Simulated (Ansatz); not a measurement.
# CePd3: which shell does photoemission see at 21.2 and 150 eV? (LDA)

The valence band of CePd3 mixes several shells. Work out by hand which one leads the spectrum's area at each photon energy.

Filled states come from the projected DOS of Ansatz 0.2.0 (LDA+U, plane waves); cross sections σ and asymmetry parameters β are those of free atoms in a Dirac–Hartree–Slater calculation. A shell's area is states × σ × angular factor, which is 1 + β·P₂(cos θ) for linear light, with θ = 10° from the polarisation and P₂ = 0.955.

**At 21.2 eV** (states counted from 11.2 eV below the zero; other shells add 0.25 to the products' sum of 91.2):

```
shell  filled states a cell  cross section (Mb an electron)      β  angular factor  product  share by hand (%)  share in the simulated spectrum (%)
Ce 5p                  0.00                               0   0.00            1.00        0                  0                                    0
Ce 5d                  2.70                            3.59   0.74            1.71     16.6                 18                                   18
Ce 4f                  1.14                           0.192   1.79            2.71    0.593                  1                                    1
Pd 4d                 27.88                            2.72  -0.03            0.97     73.8                 81                                   81
```

**At 150 eV** (states counted from 18.5 eV below the zero; other shells add 0.024 to the products' sum of 2.11):

```
shell  filled states a cell  cross section (Mb an electron)      β  angular factor  product  share by hand (%)  share in the simulated spectrum (%)
Ce 5p                  5.78                          0.0339   0.26            1.25    0.244                 12                                   12
Ce 5d                  2.73                         0.00889  -0.54            0.48   0.0118                  1                                    1
Ce 4f                  1.14                           0.614   0.52            1.50     1.05                 50                                   50
Pd 4d                 28.03                           0.037  -0.27            0.75    0.774                 37                                   37
```

Pd 4d leads at 21.2 eV and Ce 4f at 150 eV. Between the two energies σ of Pd 4d changes by a factor 0.014 and that of Ce 4f by 3.2, so their ratio moves 235-fold in favour of the second. The simulated spectrum uses the same rule on the energy-resolved DOS, so the two share columns agree within a few points.

The angular factor decides the lead at one of the energies. Only crystals where the two columns agree within 4 points and the lead is clear are worked in this form. Free-atom cross sections ignore the solid's final states, no escape depth or background enters, and the count of states a shell hangs on the projection.

[Logs are printed without paths, hosts, clocks, repeated set-up lines and the standing remarks that a program may print on its own settings, such as how far it seeks lower states.]
